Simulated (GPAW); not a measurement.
Two runs for the Sc K edge of atom 2 in Sc3PbC (Pm-3m). Run A: GPAW, LDA, excited-electron core hole (neutral cell), 10-atom cell with 6.4 Å between holes, 5×5×5 k points, dipole transitions, Gaussian full width 0.9 eV up to 4 eV, rising linearly to 3.5 eV at 25 eV, without spin-orbit coupling. Run B differs in one choice.

Energy from the lowest empty level; intensity scaled to a mean of 1 over the first 20 eV:

```
E (eV)     A     B
  -2.0  0.00  0.00
  -1.4  0.00  0.00
  -0.8  0.01  0.00
  -0.2  0.09  0.06
   0.4  0.31  0.27
   1.0  0.57  0.65
   1.6  0.54  0.55
   2.2  0.48  0.56
   2.8  0.30  0.21
   3.4  0.31  0.29
   4.0  0.38  0.42
   4.6  0.35  0.28
   5.2  0.48  0.52
   5.8  0.61  0.56
   6.4  0.94  0.81
   7.0  1.33  1.55
   7.6  1.41  1.46
   8.2  1.31  1.30
   8.8  1.25  1.22
   9.4  1.34  1.17
  10.0  1.47  1.77
  10.6  1.42  1.48
  11.2  1.23  1.19
  11.8  1.11  1.02
  12.4  1.13  0.96
  13.0  1.27  1.24
  13.6  1.41  1.60
  14.2  1.44  1.62
  14.8  1.38  1.27
  15.4  1.31  1.31
  16.0  1.26  1.31
  16.6  1.22  1.18
  17.2  1.17  1.34
  17.8  1.10  1.13
  18.4  1.06  0.87
  19.0  1.06  0.87
  19.6  1.12  1.11
  20.2  1.19  1.33
  20.8  1.24  1.42
  21.4  1.24  1.32
  22.0  1.22  1.11
  22.6  1.20  1.18
  23.2  1.19  1.23
  23.8  1.22  1.10
  24.4  1.28  1.09
  25.0  1.37  1.29
  25.6  1.49  1.62
  26.2  1.59  1.83
  26.8  1.68  1.80
  27.4  1.74  1.73
  28.0  1.77  1.80
  28.6  1.77  1.94
  29.2  1.74  1.85
  29.8  1.69  1.71
  30.4  1.62  1.68
  31.0  1.54  1.57
  31.6  1.46  1.47
```

What was changed?
a) the size of the supercell
b) the plane-wave cutoff
c) the broadening
d) the k mesh of the spectrum

(c): run B changes the broadening from Gaussian full width 0.9 eV up to 4 eV, rising linearly to 3.5 eV at 25 eV to Gaussian full width 0.5 eV up to 4 eV, rising linearly to 1.5 eV at 25 eV. The scaled spectrum changes by 10 % r.m.s. The highest intensity below 24 eV goes from 10.2 eV (1.48) to 10.2 eV (1.88). Other settings could leave a like mark; this is the one that was changed.

[Banner, clock and machine lines of the logs are left out without a mark of their own.]

[Logs are printed without paths, hosts, clocks, repeated set-up lines and the standing remarks that a program may print on its own settings, such as how far it seeks lower states.]

[Hosts, paths, dates, database ids (printed as entryN), source tags and the programs' standing remarks are cut or masked in the printed files.]

[Lists of maxima count a maximum above −3 eV only where it reaches 4 % of the highest in the window and stands out from its surroundings by 2 % of it (1.5 % where it reaches 55 %); shoulders and weaker maxima are passed over, and of the rest the first, up to two pre-edge ones and the few strongest are named.]
